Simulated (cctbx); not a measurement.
**Accept or mend?**

Cell a = 4.6020 Å, b = 17.3790 Å, c = 9.4180 Å, α = 90.00°, β = 90.00°, γ = 90.00°; space group Cmcm (no. 63).

The data are simulated with cctbx, not measured: Ag Kα, λ = 0.56087 Å, to d = 0.7 Å, 95 % of the full sphere, strongest reflection 70000 counts, noise from counting, a 1.5 % proportional error and a noise floor of 8 counts (s.d.); no absorption.

An anisotropic refinement with weights 1/σ² prints:

```text
Rint 0.018, 678 unique reflections to 0.70 A
cycle     R1     wR2    GooF  max shift (A)
   1  0.1749  0.3813  25.943   0.00474
   2  0.0684  0.1634  11.118   0.00010
final R1 0.0684 wR2 0.1634 GooF 11.117  parameters 28  data/parameter 24.2
atom        x        y        z      Ueq    occ   su(xyz)  su(Uiso or U11)
Pb1    0.50000  0.05063  0.25000   0.0102  1.000  0.00008  0.0007
Cd1    0.00000  0.00000  0.00000  -0.0054  1.000  0.00000  0.0008  NPD
Nd1    0.00000  0.20462  0.25000   0.0060  1.000  0.00012  0.0009
Cd2    0.00000  0.39348  0.25000   0.0121  1.000  0.00018  0.0012
Nd2    0.00000  0.18234  0.88636   0.0244  1.000  0.00024  0.0010
Zn1    0.00000  0.34638  0.98807   0.0201  1.000  0.00047  0.0018
difference map: max 17.14 min -8.25 rms 1.36
Q1    0.0000  0.0000  0.0000    4   17.28  0.00 A from Cd1
Q2    0.0000  0.4466  0.7500    4    7.57  0.05 A from Pb1
Q3    0.0000  0.3982  0.2500    4    5.37  0.08 A from Cd2
Q4    0.0000  0.2132  0.2500    4    4.91  0.15 A from Nd1
Q5    0.0000  0.3525  0.5553    8    3.73  0.42 A from Zn1
Q6    0.0000  0.3429  0.0397    8    3.49  0.49 A from Zn1
```

Q: Accept it or mend it, and why?

Mend it. The fault: elements exchanged: Nd2 is Cd and Cd1 is Nd. Against the right model at the same level, R1 goes from 0.0072 to 0.0684 and GooF from 0.94 to 11.12, U of Cd1 shrinks from 0.0080 to -0.0054 Å², U of Nd2 swells from 0.0125 to 0.0244 Å², the top difference peak, 17.3 e/Å³, lies on Cd1 and Cd1 goes non-positive-definite. Nd2 has 12 electrons too many and its U swells to shed them, as expected; Cd1 has 12 electrons too few and its U shrinks to make up, as expected.

The compound is Nd2Zn2Cd3Pb. The right model at the same level gives:

```text
Rint 0.018, 678 unique reflections to 0.70 A
cycle     R1     wR2    GooF  max shift (A)
   1  0.0366  0.0795   5.406   0.00386
   2  0.0072  0.0139   0.944   0.00000
final R1 0.0072 wR2 0.0139 GooF 0.944  parameters 28  data/parameter 24.2
atom        x        y        z      Ueq    occ   su(xyz)  su(Uiso or U11)
Pb1    0.50000  0.05059  0.25000   0.0118  1.000  0.00001  0.0001
Nd1    0.00000  0.00000  0.00000   0.0080  1.000  0.00000  0.0001
Nd2    0.00000  0.20479  0.25000   0.0078  1.000  0.00001  0.0001
Cd1    0.00000  0.39349  0.25000   0.0130  1.000  0.00002  0.0001
Cd2    0.00000  0.18219  0.88601   0.0125  1.000  0.00002  0.0001
Zn1    0.00000  0.34631  0.98791   0.0234  1.000  0.00004  0.0002
difference map: max 0.68 min -0.54 rms 0.15
Q1    0.0000  0.1092  0.0180    8    0.68  1.78 A from Cd2
Q2    0.0000  0.4919  0.7500    4    0.62  0.74 A from Pb1
Q3    0.1407  0.3352  0.6492   16    0.59  1.46 A from Zn1
Q4    0.0000  0.1176  0.6484    8    0.56  1.17 A from Cd2
Q5    0.0000  0.0624  0.0285    8    0.52  1.12 A from Nd1
Q6    0.1105  0.4458  0.2500    8    0.50  1.04 A from Cd1
```

The model is made up (kin elements in a known structure type, no relaxation), so it says nothing on whether the phase exists.

[Middle refinement cycles are left out of these outputs.]

[Logs are printed without paths, hosts, clocks, repeated set-up lines and the standing remarks that a program may print on its own settings, such as how far it seeks lower states.]
